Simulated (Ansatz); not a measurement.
# Cu (Copper, Fm-3m): phonons against volume

Wanted: mode Grüneisen parameters of Cu (Copper) and a free-energy fit over volumes.

Measurements to reproduce:
- heat capacity C_P per formula unit 24.5 J/mol/K near room temperature (given in “High-Throughput Prediction of Finite-Temperature Properties using the Quasi-Harmonic Approximation”, 2016, arXiv:1603.06924)

Calculated with Ansatz 0.2.0; DFT PBEsol, scalar-relativistic, plane waves, PAW.

### 1. Starting point

It takes space group Fm-3m (No. 225, cubic). Conventional cell: a = 3.615 Å, b = 3.615 Å, c = 3.615 Å, α = 90.00°, β = 90.00°, γ = 90.00°. Nearest to Cu lie 12 Cu at 2.56 Å.

### 2. A first coarse run

A cheap single point shows whether the cell is a metal or an insulator and how far it is from rest; that sets the k-mesh and the occupations of what follows.

The input, input.yaml:

```yaml
crystal:
  lattice:
    - [0.0, 1.8075, 1.8075]
    - [1.8075, 0.0, 1.8075]
    - [1.8075, 1.8075, 0.0]
  atoms:
    - { symbol: Cu, position: [0.0, 0.0, 0.0] }
kpoints:
  mp_grid: { grid: [8, 8, 8] }
hamiltonian:
  xc: pbesol
scf:
  occupations: { method: gaussian, width: 0.1 }
  lower_state_search: "off"
output:
  forces: true
  stress: true
  eigenvalues: true
```

Run with:

```bash
$ ansatz run input.yaml --threads 8 --pin off --max-ram 16384MiB --backend cpu --events-out ev --progress --plain --runs-dir out
```

Numbers of over 12 decimals in the logs are rounded to 6 here.

Log:

```text
Engine: ansatz 0.2.0, aarch64-unknown-linux-gnu
Pseudopotentials: kind: paw
Pseudopotential: Cu, paw, valence charge 19, recommended cutoff 420 eV (normal), Cu.paw.azcp
Functional definition: PBEsol
  exchange = pbesol_x
  correlation = pbesol_c
Crystal: 1 atoms, lattice volume = 11.810 Å³
Basis set: ecut = 420 eV, 259 PW (Γ), exchange–correlation on 36×36×36 points (8 copies of the dense FFT grid, shifted against one another)
Bands: 14, of which v1, the nominal top of the filled ones, is band 10 counted from 1 (9 counted from 0)
Symmetry: 48 space group operations
Space group: Fm-3m (ITA 225), of the structure as read, at distance tolerance 2.3e-5 Å
k-points: 29 of 512
Non-local potential: Cu, projectors of the file, l = 0: 3, l = 1: 2, l = 2: 3, l = 3: 1
PAW form: soft (Blöchl's): semilocal exchange-correlation on the pseudo side does not see the compensation charge
PAW frozen core: Cu, regenerated for the run's functional, and the local potential with it (the file was generated under x = pbe(κ = 0.804, μ = 0.219515), c = pbe(β = 0.066725))
PAW one-centre angular grid: Cu, 590 points (default); XC on 64 Gauss nodes
Initial density: superposition of atomic densities (neutral atoms: chi_scale 0, normalization atom), corrected by the library's trained network
Initial wavefunctions: pseudopotential atomic-orbital guess
Functional: x = pbesol(κ = 0.804, μ = 0.123457), c = pbesol(β = 0.046)
SCF iter   1: F=—  HF=-6588.736831 eV  |F-HF|=—  |Δ(HF+E_count)|=         —  Δρ=1.95e-2  dr2=2.33e-2  ethr=1.77e-3  ⟨swp⟩=5.2  Hψ=2012  notcnv=0
preconditioner: auto → none  [insulator: Δε(μ)=0.207 eV  Ē_g=16.939 eV  σ=0.100 eV  W_gap=0.81  n_scr=0 (ndim 8)  ℏωp=35.8 eV  f_vac=0.000  D(μ)=0.73/eV (n_scr^D=8)  ε∞_Penn≈5.5]
SCF iter   2: F=—  HF=-6588.731446 eV  |F-HF|=—  |Δ(HF+E_count)|=   5.38e-3  Δρ=7.77e-4  dr2=2.48e-5  ethr=1.23e-4  ⟨swp⟩=2.8  Hψ=855  notcnv=0  defer=9
SCF iter   3: F=—  HF=-6588.731452 eV  |F-HF|=—  |Δ(HF+E_count)|=   5.87e-6  Δρ=8.90e-4  dr2=3.58e-5  ethr=1.30e-7  ⟨swp⟩=2.1  Hψ=685  notcnv=0  defer=9
SCF iter   4: F=—  HF=-6588.731476 eV  |F-HF|=—  |Δ(HF+E_count)|=   2.36e-5  Δρ=6.55e-5  dr2=2.07e-7  ethr=1.30e-7  ⟨swp⟩=1.0  Hψ=396  notcnv=0  defer=9
iter 5 did not close the SCF: its close was put off for the readings that it lacked (scf_convergence_deferred on its scf_iter line)
SCF iter   5: F=-6588.731476 eV  HF=-6588.731476 eV  |F-HF|=1.20e-10  |Δ(HF+E_count)|=   2.24e-7  Δρ=3.17e-6  dr2=6.58e-10  ethr=1.09e-9  ⟨swp⟩=2.3  Hψ=601  notcnv=0  defer=9
SCF iter   6: F=-6588.731476 eV  HF=-6588.731476 eV  |F-HF|=1.36e-11  |Δ(HF+E_count)|=  4.83e-10  Δρ=3.86e-7  dr2=4.83e-12  ethr=3.46e-12  ⟨swp⟩=2.7  Hψ=1350  notcnv=0
SCF 1 converged in 6 iterations: F = -6588.731476 eV  dr2 = 4.83e-12
  greatest PAW one-centre occupation: 1.000 electrons in one spin orbital (limit 2), on the Cu atom at site 0 (counted from 0), in its partial waves of l = 0
SCF converged after 6 iterations
Free energy (F): -6588.731476 eV
Harris-Foulkes:  -6588.731476 eV  (|F-HF|=1.36e-11)
Internal energy: -6588.728231 eV  (E = F + TS)
E sigma→0 (E₀):  -6588.729853 eV
Entropy (-TS):   -0.003244 eV (-3.244 meV/atom)
Fermi energy:    16.522611 eV
--- Per-component energies (eV) ---
  E_band       = -360.955243
  E_kinetic    = 300.092842
  E_local      = -4049.847005  (includes V_loc(G=0)·N_el)
  E_nonlocal   = 391.629810
  E_hartree    = 1781.015505
  E_xc         = -88.978824
  E_vxc        = -115.326155  (∫ρ·V_xc dr)
  E_paw        = -1626.393333  (= ΣΔE_a)
  E_vpaw       = -449.536171  (= ΣTr[D̂ρ^β])
  E_aug_tail   = 0.000269  (compensation charges beyond the density's cutoff)
  E_ewald      = -3296.453696
  E_core_change = 0.206202  (= ΣΔE_core)
  E_smearing   = -0.003244  (= −TS)
  E_closure    = -0.000000  (closes the sum)
  Σ components = -6588.731476   (vs F -6588.731476, Δ=0.00e0)
--- Forces (eV/Å), atoms counted from 1 ---
  atom   1  Cu    -0.00000000     0.00000000     0.00000000
  max |Σ_I F_I| component: 3.29e-32 eV/Å
--- Stress (GPa, compression-positive) ---
       -5.627158       0.000000       0.000000
        0.000000      -5.627158      -0.000000
        0.000000      -0.000000      -5.627158
  P = ⅓ Tr σ = -5.6272 GPa (-56.272 kbar)
--- Band table (eV; the first three rows and the last of 29) ---
  k-point 0: bands = [... 6 lower, 13.5908, 13.5908, 14.4350, 14.4350, 39.1685, 41.6579, 41.6579, 41.6579]
  k-point 1: bands = [... 6 lower, 13.6859, 13.6859, 14.4053, 14.4053, 35.3119, 39.7556, 40.4561, 40.4561]
  k-point 2: bands = [... 6 lower, 13.7511, 13.7511, 14.5175, 14.5175, 28.9703, 39.0272, 39.2379, 39.2379]
  k-point 28: bands = [... 6 lower, 13.0650, 14.3897, 15.1546, 22.7361, 22.7361, 24.8737, 25.2950, 44.7029]
```

It took 0.41 s on 8 threads of Arm Neoverse N1, shared host; peak memory 0.26 GiB; 1.1 s of CPU time.

The column dr2 measures how far the density is from self-consistency, as an energy; F and HF (Harris–Foulkes) agree once it is small.

Numbers from this step:

```
pressure          : -5.627 GPa
volume per atom   : 11.81 Å³/atom
gap on the k-mesh : 0 eV
```

The start is under -5.6 GPa at this level and looks like a metal on this mesh.

### 3. Relaxation

The vibrations must be taken about the equilibrium of this functional, not about the starting cell, so the structure is relaxed.

input.yaml, the sections that differ from step 2:

```yaml
kpoints:
  mp_grid: { grid: [20, 20, 20] }
output:
  forces: true
  stress: true
  eigenvalues: true
  write_density: true
  write_potential: true
  elf: true
  volumetric_format: npy
relax:
  adjacent_minimum: "off"
  f_tol: 0.005
  max_steps: 80
  cell: { stress_tol: 0.05 }
# crystal, hamiltonian, scf: as in step 2
```

Log:

```text
[...]
Crystal: 1 atoms, lattice volume = 11.810 Å³
Basis set: ecut = 420 eV, 259 PW (Γ), exchange–correlation on 36×36×36 points (8 copies of the dense FFT grid, shifted against one another)
Bands: 14, of which v1, the nominal top of the filled ones, is band 10 counted from 1 (9 counted from 0)
Symmetry: 48 space group operations
[...]
k-points: 256 of 8000
[...]
SCF iter   1: F=—  HF=-6588.769978 eV  |F-HF|=—  |Δ(HF+E_count)|=         —  Δρ=2.06e-2  dr2=2.60e-2  ethr=1.77e-3  ⟨swp⟩=5.3  Hψ=17843  notcnv=0
[...]
SCF iter   6: F=-6588.763957 eV  HF=-6588.763957 eV  |F-HF|=2.00e-11  |Δ(HF+E_count)|=  1.52e-10  Δρ=4.35e-7  dr2=7.34e-12  ethr=2.31e-12  ⟨swp⟩=5.4  Hψ=18803  notcnv=0
SCF 1 converged in 6 iterations: F = -6588.763957 eV  dr2 = 7.34e-12
[...]
relax step   1: F+E_penalty+E_count = -6588.76395732 eV  Δ(F+E_penalty+E_count) = +0.000e0 eV  max|allowed force component| = 0.000e0 eV/Å  Δτ_max = 0.0000 Å  P = -6.475 GPa  Ω = 11.810 Å³  (6 SCF iters, dr2 threshold 1.00e-7 eV, accepted)
Crystal: 1 atoms, lattice volume = 11.550 Å³
Basis set: ecut = 420 eV, 229 PW (Γ), exchange–correlation on 36×36×36 points (8 copies of the dense FFT grid, shifted against one another)
[...]
iter 1 solved again at ethr=3.09e-5 eV; its pass at ethr=3.10e-3 eV (dr2=5.88e-3 eV) is discarded
[...]
SCF iter   6: F=-6588.772154 eV  HF=-6588.772154 eV  |F-HF|=1.82e-12  |Δ(HF+E_count)|=  6.28e-11  Δρ=1.30e-7  dr2=8.08e-13  ethr=1.00e-12  ⟨swp⟩=4.1  Hψ=15991  notcnv=0
SCF 2 converged in 6 iterations: F = -6588.772154 eV  dr2 = 8.08e-13
relax step   2: F+E_penalty+E_count = -6588.77215369 eV  Δ(F+E_penalty+E_count) = -8.196e-3 eV  max|allowed force component| = 0.000e0 eV/Å  Δτ_max = 0.0000 Å  P = -3.307 GPa  Ω = 11.550 Å³  energy of the carried Pulay correction = +1.799e-4 eV  (6 SCF iters, accepted)
Crystal: 1 atoms, lattice volume = 11.290 Å³
[...]
SCF iter   6: F=-6588.774823 eV  HF=-6588.774823 eV  |F-HF|=2.73e-12  |Δ(HF+E_count)|=  1.16e-10  Δρ=1.35e-7  dr2=1.23e-12  ethr=1.00e-12  ⟨swp⟩=4.0  Hψ=15514  notcnv=0
SCF 3 converged in 6 iterations: F = -6588.774823 eV  dr2 = 1.23e-12
relax step   3: F+E_penalty+E_count = -6588.77482270 eV  Δ(F+E_penalty+E_count) = -2.669e-3 eV  max|allowed force component| = 0.000e0 eV/Å  Δτ_max = 0.0000 Å  P = +0.328 GPa  Ω = 11.290 Å³  energy of the carried Pulay correction = +3.634e-4 eV  (6 SCF iters, accepted)
[...]
relax step   4: F+E_penalty+E_count = -6588.77482968 eV  Δ(F+E_penalty+E_count) = -6.980e-6 eV  max|allowed force component| = 0.000e0 eV/Å  Δτ_max = 0.0000 Å  P = +0.004 GPa  Ω = 11.312 Å³  energy of the carried Pulay correction = +3.479e-4 eV  (6 SCF iters, accepted)
[...]
SCF iter   6: F=-6588.774423 eV  HF=-6588.774423 eV  |F-HF|=9.09e-13  |Δ(HF+E_count)|=  9.09e-13  Δρ=8.82e-9  dr2=1.46e-15  ethr=1.00e-12  ⟨swp⟩=3.0  Hψ=12497  notcnv=0
SCF 5 converged in 6 iterations: F = -6588.774423 eV  dr2 = 1.46e-15
relax step   5: F+E_penalty+E_count = -6588.77442337 eV  Δ(F+E_penalty+E_count) = +4.063e-4 eV  max|allowed force component| = 0.000e0 eV/Å  Δτ_max = 0.0000 Å  P = +0.042 GPa  Ω = 11.312 Å³  stress off target by 4.21e-2 GPa  SCF on the basis re-selected at this cell (its energy is not comparable with the rows above)  (6 SCF iters)
basis re-selected at this cell: Δ(F+E_penalty+E_count) = +4.063e-4 eV, ΔP = +0.038 GPa vs the last step (what re-selecting the basis moved, of the pressure what is left beyond the Pulay correction that the steps carried, after the strain that the cell walked since its last selection, with what the two solves' SCF thresholds leave and, on support functions, any second-order correction that the steps lacked; it is no measure of the basis error at this ecutwfc). This SCF's stress stands 4.21e-2 GPa from its target on what of the cell is left free (relax.cell.stress_tol is 5.00e-2 GPa) and its largest allowed force component is 0.00e0 eV/Å (relax.f_tol is 5.00e-3 eV/Å): [rest of the remark cut]
SCF converged after 6 iterations
Free energy (F): -6588.774423 eV
[...]
Internal energy: -6588.773091 eV  (E = F + TS)
E sigma→0 (E₀):  -6588.773757 eV
Entropy (-TS):   -0.001332 eV (-1.332 meV/atom)
Fermi energy:    17.503958 eV
[...]
--- Stress (GPa, compression-positive) ---
        0.042106       0.000000       0.000000
        0.000000       0.042106       0.000000
        0.000000       0.000000       0.042106
  P = ⅓ Tr σ = 0.0421 GPa (0.421 kbar)
--- Band table (eV; the first three rows and the last of 256) ---
  k-point 0: bands = [... 6 lower, 14.3937, 14.3937, 15.2959, 15.2959, 40.4654, 43.2859, 43.2859, 43.2859]
  k-point 1: bands = [... 6 lower, 14.4126, 14.4126, 15.2882, 15.2882, 39.9938, 42.0129, 42.9754, 42.9754]
  k-point 2: bands = [... 6 lower, 14.4634, 14.4634, 15.2708, 15.2708, 38.0097, 41.2870, 42.3768, 42.3768]
  k-point 255: bands = [... 6 lower, 13.8287, 15.2455, 16.0644, 23.8487, 23.8487, 26.0335, 26.6452, 46.2990]
--- Relaxed structure (4 steps of the walk, 4 accepted, 1 SCFs on fresh bases) ---
  F+E_penalty+E_count = -6588.77442337 eV   max|allowed force component| = 0.000e0 eV/Å   (the final SCF, on the basis selected at the relaxed cell)
  cell:  # Å, volume = 11.3116 Å³
    - [0, 1.781686, 1.781686]
    - [1.781686, 0, 1.781686]
    - [1.781686, 1.781686, 0]
  atoms:
    - { symbol: Cu, position: [0.0, 0.0, 0.0] }
```

Wall time 4.1 s (8 threads); peak memory 0.34 GiB; 25 s of CPU time.

Relaxation path:

```
step  energy less that of the first step (eV)  largest force component (eV/Å)  pressure (GPa)  volume (Å³)
   1                                   0.0000                          0.0000           -6.48        11.81
   2                                  -0.0082                          0.0000           -3.31        11.55
   3                                  -0.0109                          0.0000            0.33        11.29
   4                                  -0.0109                          0.0000            0.00        11.31
  5*                                  -0.0105                          0.0000            0.04        11.31
```

Relaxation steps marked * repeat the geometry before them on a plane-wave basis chosen anew for their cell, so energy and pressure can jump there.

```
conventional cell, symmetrised  before  after  change
                         a (Å)   3.615  3.563  -1.4 %
                         b (Å)   3.615  3.563  -1.4 %
                         c (Å)   3.615  3.563  -1.4 %
              volume (Å³/atom)   11.81  11.31  -4.2 %
```

The relaxed structure:

```xyz
1
Lattice="0.0000 1.7817 1.7817 1.7817 0.0000 1.7817 1.7817 1.7817 0.0000" Properties=species:S:1:pos:R:3 pbc="T T T"
Cu    0.0000    0.0000    0.0000
```

Numbers from this step:

```yaml
pressure: 0.04211 GPa
volume_per_atom: 11.31 Å³/atom
```

Electrostatic potential energy in the ac plane of the conventional cell at fractional y = 0.000, with atoms of Cu within 0.2 Å of it. With pseudopotentials it is smooth inside the atoms' cores, unlike the true potential.

Values in eV, 14 rows by 14 columns, each cell a mean:
```
-38 -36 -22   1  15  19  20  20  20  18  12  -7 -30 -37
-32 -27 -10   8  17  19  19  19  19  18  15   3 -18 -30
-10  -4   7  15  17  17  15  15  16  17  16  13   3  -7
 11  13  16  16  15   8   1  -1   3  11  16  16  15  12
 18  18  18  16   7 -10 -22 -26 -19  -3  11  17  18  18
 20  20  18  13  -4 -27 -36 -38 -34 -19   3  16  19  20
 20  20  18  11 -10 -32 -38 -38 -38 -26  -1  15  19  20
 20  20  18  12  -7 -30 -37 -38 -36 -22   1  15  19  20
 19  19  18  15   3 -18 -30 -32 -27 -10   8  17  19  19
 15  16  17  16  13   3  -7 -10  -4   7  15  17  17  15
 -1   3  11  16  16  15  12  11  13  16  16  15   8   1
-26 -19  -3  11  17  18  18  18  18  18  16   7 -10 -22
-38 -34 -19   3  16  19  20  20  20  18  13  -4 -27 -36
-38 -38 -26  -1  15  19  20  20  20  18  11 -10 -32 -38
```
Columns run along a (3.6 Å; values clipped at the 3rd and 97th percentile), rows up along c (3.6 Å), edges of the conventional cell, whose origin can differ from the input's. Atoms in or near the plane, at fractional coordinates: Cu at (0.00, 0.00), Cu at (0.50, 0.50).

ELF in the ac plane of the conventional cell at fractional y = 0.000, with atoms of Cu within 0.2 Å of it. It is the smooth field of the valence electrons, not physical close to the nuclei.

Ten even steps from '0' (0.17) to '9' (0.86), each cell a mean:
```
85100011100026
32000000000012
00000000000000
00000000000000
00000011100000
01000256410001
10000389610001
11000268510001
00000123200000
00000000000000
00000000000000
11000000000001
64100010100025
96100011000038
```
Columns run along a (3.6 Å), rows up along c (3.6 Å), edges of the conventional cell, whose origin can differ from the input's. Atoms in or near the plane, at fractional coordinates: Cu at (0.00, 0.00), Cu at (0.50, 0.50).

Valence density in the ac plane of the conventional cell at fractional y = 0.000, with atoms of Cu within 0.2 Å of it. It is the smooth field of the valence electrons, not physical close to the nuclei.

Values in e/Å³, 14 rows by 14 columns, each cell a mean:
```
40 21  5  1  0  0  0  0  0  0  0  2  9 28
12  7  2  1  0  0  0  0  0  0  0  1  3  9
 2  1  1  0  0  0  0  0  0  0  0  0  1  2
 0  0  0  0  0  1  1  1  1  0  0  0  0  0
 0  0  0  0  1  2  5  6  4  1  0  0  0  0
 0  0  0  0  1  7 21 30 16  4  1  0  0  0
 0  0  0  0  2 12 40 58 30  6  1  0  0  0
 0  0  0  0  2  9 28 40 21  5  1  0  0  0
 0  0  0  0  1  3  9 12  7  2  1  0  0  0
 0  0  0  0  0  1  2  2  1  1  0  0  0  0
 1  1  0  0  0  0  0  0  0  0  0  0  1  1
 6  4  1  0  0  0  0  0  0  0  0  1  2  5
30 16  4  1  0  0  0  0  0  0  0  1  7 21
58 30  6  1  0  0  0  0  0  0  0  2 12 40
```
Columns run along a (3.6 Å), rows up along c (3.6 Å), edges of the conventional cell, whose origin can differ from the input's. Atoms in or near the plane, at fractional coordinates: Cu at (0.00, 0.00), Cu at (0.50, 0.50).

The relaxation ends with a pressure of 0.04 GPa.

### 4. Relaxing to small residual forces and stress

The relaxation is repeated with tighter thresholds on force and stress, since phonons are sensitive to what is left; a change of mesh or smearing in the input moves the cell too.

The input, input.yaml:

```yaml
crystal:
  lattice:
    - [0.0, 1.7816860089, 1.7816860089]
    - [1.7816860089, 0.0, 1.7816860089]
    - [1.7816860089, 1.7816860089, 0.0]
  atoms:
    - { symbol: Cu, position: [0.0, 0.0, 0.0] }
kpoints:
  mp_grid: { grid: [24, 24, 24] }
hamiltonian:
  xc: pbesol
scf:
  occupations: { method: methfessel_paxton, width: 0.2 }
  lower_state_search: "off"
output:
  forces: true
  stress: true
  eigenvalues: true
relax:
  adjacent_minimum: "off"
  f_tol: 0.001
  max_steps: 60
  cell: { stress_tol: 0.01 }
```

Log:

```text
[...]
Crystal: 1 atoms, lattice volume = 11.312 Å³
Basis set: ecut = 420 eV, 229 PW (Γ), exchange–correlation on 36×36×36 points (8 copies of the dense FFT grid, shifted against one another)
Bands: 14, of which v1, the nominal top of the filled ones, is band 10 counted from 1 (9 counted from 0)
Symmetry: 48 space group operations
[...]
k-points: 413 of 13824
[...]
k-point 2: bands = [... 6 lower, 14.4368, 14.4368, 15.2692, 15.2692, 38.7889, 41.4067, 42.5686, 42.5686]
  k-point 412: bands = [... 6 lower, 13.8220, 15.2379, 16.0565, 23.8381, 23.8381, 26.0223, 26.6322, 46.2835]
--- Relaxed structure (3 steps of the walk, 3 accepted, 1 SCFs on fresh bases) ---
[...]
cell:  # Å, volume = 11.3163 Å³
    - [0, 1.781933, 1.781933]
    - [1.781933, 0, 1.781933]
    - [1.781933, 1.781933, 0]
  atoms:
    - { symbol: Cu, position: [0.0, 0.0, 0.0] }
[key lines of the parts left out:]
SCF converged after 6 iterations
Free energy (F): -6588.773713 eV
Fermi energy:    17.533087 eV
P = ⅓ Tr σ = -0.0012 GPa (-0.012 kbar)
```

Wall time 4 s (8 threads); peak memory 0.38 GiB; 25 s of CPU time.

Little changed from the start: no atom moved by 0.005 Å and no cell edge by 0.1 %.

Numbers from this step:

- pressure: -0.001172 GPa
- volume per atom: 11.32 Å³/atom

The residual pressure is -0.0012 GPa, small enough for phonons.

(Part 1 of 4 ends here.)

[Logs are printed without paths, hosts, clocks, repeated set-up lines and the standing remarks that a program may print on its own settings, such as how far it seeks lower states.]

[Hosts, paths, dates, database ids (printed as entryN), source tags and the programs' standing remarks are cut or masked in the printed files.]

[A step with changed settings may run another functional than the one named; its input shows which.]

[Of the runs on displaced cells, only some may be shown.]
